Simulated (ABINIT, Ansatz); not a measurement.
An input for ABINIT 10.8.3 (Ba2SrTeO6 (R-3)):

```
acell 3*1.0 Angstrom
rprim 
  3.094471017325 1.786593674874 4.966610984592
  -3.094471017325 1.786593674874 4.966610984592
  0.000000000000 -3.573187349682 4.966610984616
ntypat 4
znucl 56 38 52 8
natom 10
typat 1 1 2 3 4 4 4 4 4 4
xred 
  0.252060000000 0.252060000000 0.252060000000
  0.747940000000 0.747940000000 0.747940000000
  0.000000000000 0.000000000000 0.000000000000
  0.500000000000 0.500000000000 0.500000000000
  0.328441000000 0.717506000000 0.226340000000
  0.717506000000 0.226340000000 0.328441000000
  0.226340000000 0.328441000000 0.717506000000
  0.671559000000 0.282494000000 0.773660000000
  0.773660000000 0.671559000000 0.282494000000
  0.282494000000 0.773660000000 0.671559000000
pp_dirpath "pseudos"
pseudos "Ba.upf, Sr.upf, Te.upf, O.upf"
ecut 42
ngkpt 2 2 2
nshiftk 1
shiftk 0 0 0
kptopt 1
chksymbreak 0
istwfk *1
occopt 1
irdwfk 1
optdriver 4
nband 50
gwcalctyp 7
ecutsigx 42
symsigma 1
nkptgw 2
kptgw 
  0.5000000000 0.5000000000 0.0000000000
  0.0000000000 0.0000000000 0.0000000000
bdgw 
  44 47
  43 48
ecuteps 5.2
irdscr 1
indata_prefix "in"
outdata_prefix "out"
tmpdata_prefix "tmp"
```

```sh
OMP_NUM_THREADS=1 mpirun -n 4 abinit run.abi > log
```

Question: How long will it take on 4 MPI ranks of Intel Xeon Platinum 8259CL at 2.50GHz (Skylake/Cascade Lake), shared host, and how much memory?

It took 25 s; on shared hardware allow 12 s to 50 s. Peak host memory was 2.0 GiB.

[Paths, hosts, dates, memory and timing lines, banners, echoed tables and standing remarks are left out of the program output.]

[Logs are printed without paths, hosts, clocks, repeated set-up lines and the standing remarks that a program may print on its own settings, such as how far it seeks lower states.]

[Runs of the session that timed out or met a known fault of the program may be left out.]

[Hosts, paths, dates, database ids (printed as entryN), source tags and the programs' standing remarks are cut or masked in the printed files.]

[G0W0 gaps are taken among the corrected bands and points alone; a level outside them can change the order at an edge.]

[Where Ansatz stands beside ABINIT at settings called matched, ABINIT's density can come from a denser mesh and the files from another edition; pairs whose starting gaps differed by over 0.03 eV were left out, so agreement reads better than it is.]
